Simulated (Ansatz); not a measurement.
**Cs (Im-3m, 1 atom in the cell): Grüneisen parameters**

Wanted: mode Grüneisen parameters of Cs (Im-3m, 1 atom in the cell).

Calculated with Ansatz 0.2.0; DFT PBEsol, scalar-relativistic, plane waves, PAW; PAW set soft_1.

### 1. The system as given

Symmetry: Im-3m, No. 229, cubic system. The conventional cell has a = 6.010 Å, b = 6.010 Å, c = 6.010 Å, α = 90.00°, β = 90.00°, γ = 90.00°.

### 2. The dispersion

Stability and thermal properties need the whole zone. Linear response on a 4×4×4 q mesh gives force constants as far as a supercell of that size would.

input.yaml

```yaml
crystal:
  lattice:
    - [-3.0049432549, 3.0049432549, 3.0049432549]
    - [3.0049432549, -3.0049432549, 3.0049432549]
    - [3.0049432549, 3.0049432549, -3.0049432549]
  atoms:
    - { symbol: Cs, position: [0.0, 0.0, 0.0] }
kpoints:
  mp_grid: { grid: [12, 12, 12] }
hamiltonian:
  xc: pbesol
  pseudopotentials: { kind: paw, azcp: { folder: soft_1 }, xc_functional: pbe }
scf:
  occupations: { method: methfessel_paxton, width: 0.2 }
output:
  eigenvalues: true
phonons:
  method: dfpt
  qmesh: [4, 4, 4]
  temperatures: { t_max: 1000, t_step: 50 }
  qpath:
    path:
      - [[0.0, 0.0, 0.0], [0.5, -0.5, 0.5], [0.0, 0.0, 0.5], [0.0, 0.0, 0.0], [0.25, 0.25, 0.25], [0.5, -0.5, 0.5]]
      - [[0.25, 0.25, 0.25], [0.0, 0.0, 0.5]]
    npoints: 10
```

Command:

```sh
> ansatz run input.yaml --threads 4 --pin off --max-ram 10240MiB --backend cpu --events-out ev --progress --plain --runs-dir out
```

Standard output:

```text
Engine: ansatz 0.2.0, x86_64-unknown-linux-gnu
Pseudopotentials: kind: paw
Pseudopotential: Cs, paw, valence charge 9, recommended cutoff 420 eV (normal), soft_1/Cs.paw.azcp
Functional definition: PBEsol
  exchange = pbesol_x
  correlation = pbesol_c
Crystal: 1 atoms, lattice volume = 108.535 Å³
Basis set: ecut = 420 eV, 2123 PW (Γ), exchange–correlation on 72×72×72 points (8 copies of the dense FFT grid, shifted against one another)
Bands: 9, of which v1, the nominal top of the filled ones, is band 5 counted from 1 (4 counted from 0)
Symmetry: 48 space group operations
k-points: 72 of 1728
Non-local potential: Cs, projectors of the file, l = 0: 3, l = 1: 2, l = 2: 2, l = 3: 2
PAW form: soft (Blöchl's): semilocal exchange-correlation on the pseudo side does not see the compensation charge
PAW frozen core: Cs, regenerated for the run's functional, and the local potential with it (the file was generated under x = pbe(κ = 0.804, μ = 0.219515), c = pbe(β = 0.066725))
PAW one-centre angular grid: Cs, 194 points (default); XC on 64 Gauss nodes
Initial density: superposition of atomic densities (chi_scale 0.1, normalization cell)
Initial wavefunctions: pseudopotential atomic-orbital guess
Functional: x = pbesol(κ = 0.804, μ = 0.123457), c = pbesol(β = 0.046)
SCF iter   1: F=—  HF=-5585.937919 eV  |F-HF|=—  |Δ(HF+E_count)|=         —  Δρ=6.55e-3  dr2=3.26e-2  ethr=3.10e-3  ⟨swp⟩=5.8  Hψ=4898  notcnv=0
preconditioner: auto → Kerker (q_TF=auto, 1.802 Å⁻¹)  [metal: Δε(μ)=0.047 eV  Ē_g=2.775 eV  σ=0.200 eV  W_gap=0.20  n_scr=12 (ndim 8)  ℏωp=3.6 eV  f_vac=0.001  D(μ)=1.50/eV (n_scr^D=12)]
SCF iter   2: F=—  HF=-5585.929570 eV  |F-HF|=—  |Δ(HF+E_count)|=   8.35e-3  S|Δr|=    0.00e0  Δρ=3.63e-3  dr2=1.43e-2  ethr=3.62e-4  ⟨swp⟩=1.0  Hψ=1224  notcnv=0
SCF iter   3: F=—  HF=-5585.924477 eV  |F-HF|=—  |Δ(HF+E_count)|=   5.09e-3  S|Δr|=    0.00e0  Δρ=7.49e-4  dr2=8.99e-4  ethr=1.59e-4  ⟨swp⟩=2.6  Hψ=961  notcnv=0
SCF iter   4: F=—  HF=-5585.924633 eV  |F-HF|=—  |Δ(HF+E_count)|=   1.56e-4  S|Δr|=    0.00e0  Δρ=1.67e-4  dr2=3.35e-5  ethr=9.99e-6  ⟨swp⟩=2.0  Hψ=974  notcnv=0
SCF iter   5: F=—  HF=-5585.924634 eV  |F-HF|=—  |Δ(HF+E_count)|=   9.28e-7  S|Δr|=    0.00e0  Δρ=3.74e-5  dr2=2.49e-6  ethr=3.73e-7  ⟨swp⟩=2.6  Hψ=989  notcnv=0
SCF iter   6: F=—  HF=-5585.924636 eV  |F-HF|=—  |Δ(HF+E_count)|=   1.39e-6  S|Δr|=    0.00e0  Δρ=1.00e-5  dr2=2.13e-7  ethr=2.77e-8  ⟨swp⟩=2.5  Hψ=980  notcnv=0
SCF iter   7: F=—  HF=-5585.924636 eV  |F-HF|=—  |Δ(HF+E_count)|=   1.96e-7  S|Δr|=    0.00e0  Δρ=1.45e-6  dr2=3.55e-9  ethr=2.37e-9  ⟨swp⟩=2.6  Hψ=926  notcnv=0
SCF iter   8: F=—  HF=-5585.924636 eV  |F-HF|=—  |Δ(HF+E_count)|=   7.10e-9  S|Δr|=    0.00e0  Δρ=3.35e-7  dr2=1.69e-10  ethr=3.94e-11  ⟨swp⟩=2.8  Hψ=926  notcnv=0
SCF iter   9: F=-5585.924636 eV  HF=-5585.924636 eV  |F-HF|=2.73e-12  |Δ(HF+E_count)|=  2.44e-10  S|Δr|=    0.00e0  Δρ=2.97e-8  dr2=9.82e-13  ethr=1.00e-12  ⟨swp⟩=4.2  Hψ=2890  notcnv=0
SCF 1 converged in 9 iterations: F = -5585.924636 eV  dr2 = 9.82e-13
  greatest PAW one-centre occupation: 0.931 electrons in one spin orbital (limit 2), on the Cs atom at site 0 (counted from 0), in its partial waves of l = 0
NSCF: frozen V_eff on 72 k-points
NSCF: frozen V_eff on 163 k-points
DFPT response loops at q = (0, 0, 0) (fractional): preconditioner auto → Kerker (q_TF=auto, 1.802 Å⁻¹) (partly filled bands, converged f_vac=0.001); β = 1.00, the filter's whole step (`scf.mixing.beta` (0.50) is not read by the response loops under this deck's `scf.mixing.preconditioner`; to damp them name `kerker` or `kerker_dos`, under which they read `scf.mixing.beta`, and type it under 1.00, their step now; both keys bind the ground state too); Broyden in place of MSR1
NSCF: frozen V_eff on 1872 k-points
DFPT response loops at q = (0, 0, 0.25) (fractional): mixed as the last ones told, above
NSCF: frozen V_eff on 952 k-points
DFPT response loops at q = (0, 0, -0.5) (fractional): mixed as the last ones told, above
NSCF: frozen V_eff on 3456 k-points
DFPT response loops at q = (0, 0.25, 0.25) (fractional): mixed as the last ones told, above
NSCF: frozen V_eff on 524 k-points
DFPT response loops at q = (0.25, 0.25, 0.25) (fractional): mixed as the last ones told, above
NSCF: frozen V_eff on 1020 k-points
DFPT response loops at q = (0.25, 0.25, -0.25) (fractional): mixed as the last ones told, above
NSCF: frozen V_eff on 1872 k-points
DFPT response loops at q = (0.25, -0.5, -0.5) (fractional): mixed as the last ones told, above
NSCF: frozen V_eff on 326 k-points
DFPT response loops at q = (-0.5, -0.5, -0.5) (fractional): mixed as the last ones told, above
SCF converged after 9 iterations
Stability not checked: this state was not tested for a lower state beside it, because cold or Methfessel-Paxton smearing, or corrected tetrahedra, fill the levels in a way that the test cannot read (fill_not_monotonic; see scf.lower_state_search)
Free energy (F): -5585.924636 eV
Harris-Foulkes:  -5585.924636 eV  (|F-HF|=2.73e-12)
Internal energy: -5585.921225 eV  (E = F + TS)
E sigma→0 (E₀):  -5585.923783 eV
Entropy (-TS):   -0.003411 eV (-3.411 meV/atom)
Fermi energy:    2.411707 eV
--- Per-component energies (eV) ---
  E_band       = -90.078762
  E_kinetic    = 142.713463
  E_local      = -378.447821  (includes V_loc(G=0)·N_el)
  E_nonlocal   = 23.850401
  E_hartree    = 132.810217
  E_xc         = -176.659447
  E_vxc        = -135.568555  (∫ρ·V_xc dr)
  E_paw        = -4977.189308  (= ΣΔE_a)
  E_vpaw       = -8.246667  (= ΣTr[D̂ρ^β])
  E_aug_tail   = -0.000004  (compensation charges beyond the density's cutoff)
  E_ewald      = -353.142891
  E_core_change = 0.144164  (= ΣΔE_core)
  E_smearing   = -0.003411  (= −TS)
  E_closure    = 0.000000  (closes the sum)
  Σ components = -5585.924636   (vs F -5585.924636, Δ=0.00e0)
--- Band table (eV; the first three rows and the last of 72) ---
  k-point 0: bands = ["-21.4085", "-8.1114", "-8.1114", "-8.1114", "0.6677", "4.9447", "4.9447", "4.9447", "5.8609"]
  k-point 1: bands = ["-21.4080", "-8.1232", "-8.1152", "-8.1114", "0.7495", "4.8535", "4.8693", "5.0260", "5.7107"]
  k-point 2: bands = ["-21.4063", "-8.1550", "-8.1254", "-8.1115", "0.9861", "4.5731", "4.6421", "5.2672", "5.6146"]
  k-point 71: bands = ["-21.3928", "-8.2306", "-8.2306", "-8.2306", "3.0204", "3.0204", "5.5411", "5.5411", "5.5411"]
--- Phonons (Γ-DFPT): 1 representative perturbation + reference (Σ response iterations 3) ---
  ASR residual: 1.542e-5 → 0.000e0 eV/Å²; symmetrization residual: 2.425e-12 eV/Å²
  ASR residual per site (eV/Å²): 1.54e-5
  Γ frequencies (cm⁻¹): 0.00 0.00 0.00
--- Phonons (arbitrary-q DFPT): 8 irreducible q on the 4×4×4 mesh ---
  q = [0.0000, 0.0000, 0.0000] (star 1, of the zone-centre solve; hermiticity 3.32e-9, symmetrization 1.57e-7): -0.00 -0.00 0.00
  q = [0.0000, 0.0000, 0.2500] (star 12, 2 solved perturbations in 1446 linear systems a pass and spin channel, the states on 936 of 1728 k-point pairs; hermiticity 1.44e-12, symmetrization 4.74e-12): 5.06 15.59 25.10
  q = [0.0000, 0.0000, -0.5000] (star 6, 2 solved perturbations in 756 linear systems a pass and spin channel, the states on 476 of 1728 k-point pairs; hermiticity 1.43e-8, symmetrization 3.76e-9): 6.90 22.19 37.41
  q = [0.0000, 0.2500, 0.2500] (star 24, 2 solved perturbations in 2664 linear systems a pass and spin channel, the states on 1728 of 1728 k-point pairs; hermiticity 4.59e-7, symmetrization 1.36e-12): 13.71 25.70 33.83
  q = [0.2500, 0.2500, 0.2500] (star 2, 1 solved perturbation on 262 of 1728 k-point pairs; hermiticity 3.54e-13, symmetrization 1.73e-12): 27.76 27.76 27.76
  q = [0.2500, 0.2500, -0.2500] (star 6, 2 solved perturbations in 804 linear systems a pass and spin channel, the states on 510 of 1728 k-point pairs; hermiticity 5.34e-13, symmetrization 6.02e-13): 23.14 23.14 25.65
  q = [0.2500, -0.5000, -0.5000] (star 12, 2 solved perturbations in 1446 linear systems a pass and spin channel, the states on 936 of 1728 k-point pairs; hermiticity 4.87e-8, symmetrization 2.40e-8): 23.66 28.90 35.64
  q = [-0.5000, -0.5000, -0.5000] (star 1, 1 solved perturbation on 163 of 1728 k-point pairs; hermiticity 5.28e-8, symmetrization 2.64e-8): 34.31 34.31 34.31
  sum rule: each row above includes the acoustic sum rule's correction from the zone centre's row sums; it moved no ω² by more than (0.18 cm⁻¹)²
  mesh force constants: q→R imaginary residual 0.00e0; ASR residual 1.542e-5 → 0.000e0 eV/Å²; symmetrization residual 1.110e-16 eV/Å²
  interpolated dispersion: 62 rows × 3 modes
  density of states and harmonic sums: on the 16×16×16 q-mesh, interpolated from the force constants of a 4×4×4 supercell (no non-analytic term)
  largest difference from the sums on the solved wave vectors: F 1.14e-2 eV, S 1.53e-5 and C_V 3.98e-6 eV/K
  zero-point energy: 0.004366 eV/cell   skipped modes (ω ≤ 0): 3   left out of the sums: 2.44e-4 of the cell's modes: C_V's classical limit lies that fraction below 3 k_B per atom; for a crystal, a wire or a layer, F and S can be off by more, and a phonons.interpolated_qmesh denser along its periods is the remedy for the sampling
```

The job ended after 2.2 min (4 threads of Intel Xeon Platinum 8488C (Sapphire Rapids), shared host; peak memory 3.9 GiB; 8.1 min of CPU time).

Read from the output:

```
volume per atom                                       : 108.5 Å³
gap on the k-mesh                                     : 0 eV
sum-rule residual before enforcement                  : 1.54e-5 eV/Å²
lowest frequency on the path                          : 0 cm⁻¹
highest frequency on path, mesh or solved points      : 37.41 cm⁻¹
mean frequency                                        : 23.5 cm⁻¹
Debye temperature (second moment)                     : 47 K
logarithmic mean frequency                            : 21.4 cm⁻¹
lowest mode on the q mesh (acoustic modes at Γ apart) : 5.06 cm⁻¹
zero-point energy per atom                            : 4.37 meV
heat capacity at 300 K                                : 24.91 J/(mol atoms K)
vibrational entropy at 300 K                          : 81.72 J/(mol atoms K)
```

Frequencies (cm⁻¹) solved at each irreducible wavevector; negative means imaginary. Frequencies by wavevector, by row:

```csv
q in reciprocal lattice units,star,mode 1,mode 2,mode 3
0 0 0,1,0,0,0
0 0 0.25,12,5.1,15.6,25.1
0 0 -0.5,6,6.9,22.2,37.4
0 0.25 0.25,24,13.7,25.7,33.8
0.25 0.25 0.25,2,27.8,27.8,27.8
0.25 0.25 -0.25,6,23.1,23.1,25.6
0.25 -0.5 -0.5,12,23.7,28.9,35.6
-0.5 -0.5 -0.5,1,34.3,34.3,34.3
```

Symmetry leaves 8 wavevectors to solve. The lowest mode among them, the acoustic zeros apart, lies at q = (0, 0, 0.25) and is real, 5.1 cm⁻¹.

### 3. Relaxing at another volume, volume ratio 0.97

The volume is scaled by 0.97 and held; symmetry leaves nothing to relax, so this is a single point. The modes can then be followed against volume.

input.yaml, the sections that differ from step 2:

```yaml
crystal:
  lattice:
    - [-2.9745882174, 2.9745882174, 2.9745882174]
    - [2.9745882174, -2.9745882174, 2.9745882174]
    - [2.9745882174, 2.9745882174, -2.9745882174]
  atoms:
    - { symbol: Cs, position: [0.0, 0.0, 0.0] }
output:
  forces: true
  stress: true
  eigenvalues: true
# kpoints, hamiltonian, scf: as in step 2
# phonons: removed
```

Standard output:

```text
[...]
Crystal: 1 atoms, lattice volume = 105.279 Å³
Basis set: ecut = 420 eV, 2093 PW (Γ), exchange–correlation on 72×72×72 points (8 copies of the dense FFT grid, shifted against one another)
Bands: 9, of which v1, the nominal top of the filled ones, is band 5 counted from 1 (4 counted from 0)
Symmetry: 48 space group operations
[...]
k-points: 72 of 1728
[...]
Internal energy: -5585.920338 eV  (E = F + TS)
E sigma→0 (E₀):  -5585.923049 eV
Entropy (-TS):   -0.003615 eV (-3.615 meV/atom)
Fermi energy:    2.549466 eV
[...]
--- Stress (GPa, compression-positive) ---
        0.067346      -0.000000      -0.000000
       -0.000000       0.067346       0.000000
       -0.000000      -0.000000       0.067346
  P = ⅓ Tr σ = 0.0673 GPa (0.673 kbar)
--- Band table (eV; the first three rows and the last of 72) ---
[...]
[key lines of the parts left out:]
SCF converged after 7 iterations
Free energy (F): -5585.923952 eV
```

It took 1.3 s on 4 threads; peak memory 0.54 GiB; 4 s of CPU time.

Numbers from this step:

```
pressure        : 0.06735 GPa
volume per atom : 105.3 Å³
```

The run ends at a pressure of 0.07 GPa.

### 4. Phonons at the other volume, volume ratio 0.97

The phonons are repeated at this volume on the same meshes, so that differences come from the volume alone.

input.yaml: that of step 3 with these lines changed.

```diff
@@ -15,4 +15,11 @@
 output:
-  forces: true
-  stress: true
   eigenvalues: true
+phonons:
+  method: dfpt
+  qmesh: [4, 4, 4]
+  temperatures: { t_max: 1000, t_step: 50 }
+  qpath:
+    path:
+      - [[0.0, 0.0, 0.0], [0.5, -0.5, 0.5], [0.0, 0.0, 0.5], [0.0, 0.0, 0.0], [0.25, 0.25, 0.25], [0.5, -0.5, 0.5]]
+      - [[0.25, 0.25, 0.25], [0.0, 0.0, 0.5]]
+    npoints: 10
```

Standard output:

```text
[...]
Crystal: 1 atoms, lattice volume = 105.279 Å³
Basis set: ecut = 420 eV, 2093 PW (Γ), exchange–correlation on 72×72×72 points (8 copies of the dense FFT grid, shifted against one another)
Bands: 9, of which v1, the nominal top of the filled ones, is band 5 counted from 1 (4 counted from 0)
Symmetry: 48 space group operations
k-points: 72 of 1728
[...]
SCF iter   1: F=—  HF=-5585.937588 eV  |F-HF|=—  |Δ(HF+E_count)|=         —  Δρ=6.66e-3  dr2=3.31e-2  ethr=3.10e-3  ⟨swp⟩=5.6  Hψ=4846  notcnv=0
[...]
SCF iter   9: F=-5585.923952 eV  HF=-5585.923952 eV  |F-HF|=1.82e-12  |Δ(HF+E_count)|=  2.32e-10  S|Δr|=    0.00e0  Δρ=2.63e-8  dr2=7.31e-13  ethr=1.00e-12  ⟨swp⟩=4.1  Hψ=2894  notcnv=0
SCF 1 converged in 9 iterations: F = -5585.923952 eV  dr2 = 7.31e-13
[...]
NSCF: frozen V_eff on 72 k-points
[...]
SCF converged after 9 iterations
[...]
Free energy (F): -5585.923952 eV
[...]
Internal energy: -5585.920338 eV  (E = F + TS)
E sigma→0 (E₀):  -5585.923049 eV
Entropy (-TS):   -0.003615 eV (-3.615 meV/atom)
Fermi energy:    2.549473 eV
[...]
--- Band table (eV; the first three rows and the last of 72) ---
[...]
ASR residual: 2.287e-5 → 0.000e0 eV/Å²; symmetrization residual: 3.032e-13 eV/Å²
  ASR residual per site (eV/Å²): 2.29e-5
  Γ frequencies (cm⁻¹): 0.00 0.00 0.00
--- Phonons (arbitrary-q DFPT): 8 irreducible q on the 4×4×4 mesh ---
[...]
interpolated dispersion: 62 rows × 3 modes
[...]
```

Wall time 2.3 min (4 threads); peak memory 3.8 GiB; 8.4 min of CPU time.

Read from the output:

| Property | Result |
| --- | --- |
| sum-rule residual before enforcement | 2.29e-5 eV/Å² |
| highest frequency on path, mesh or solved points | 39.2 cm⁻¹ |
| mean frequency | 24.4 cm⁻¹ |
| Debye temperature (second moment) | 48 K |
| logarithmic mean frequency | 22.2 cm⁻¹ |
| lowest mode on the q mesh (acoustic modes at Γ apart) | 5.41 cm⁻¹ |
| zero-point energy per atom | 4.53 meV |
| vibrational entropy at 300 K | 80.78 J/(mol atoms K) |

Frequencies (cm⁻¹) solved at each irreducible wavevector; negative means imaginary. Frequencies by wavevector, by row:

```csv
q in reciprocal lattice units,star,mode 1,mode 2,mode 3
0 0 0,1,0,0,0
0 0 0.25,12,5.4,16,26.1
0 0 -0.5,6,7.4,22.7,39.2
0 0.25 0.25,24,14.2,26.7,35.3
0.25 0.25 0.25,2,29,29,29
0.25 0.25 -0.25,6,23.8,23.8,26.9
0.25 -0.5 -0.5,12,24.5,29.7,37
-0.5 -0.5 -0.5,1,35.4,35.4,35.4
```

The highest frequency on path, mesh or solved points is 39.2 cm⁻¹, +1.8 cm⁻¹ against the base run.

(Continued in part 2 of 2.)

[Long decimals in the printed logs are rounded to 6 places.]

[Logs are printed without paths, hosts, clocks, repeated set-up lines and the standing remarks that a program may print on its own settings, such as how far it seeks lower states.]

[Hosts, paths, dates, database ids (printed as entryN), source tags and the programs' standing remarks are cut or masked in the printed files.]

[Where the starting crystal was built by hand or by swapping elements, it need not be the compound's stable phase.]
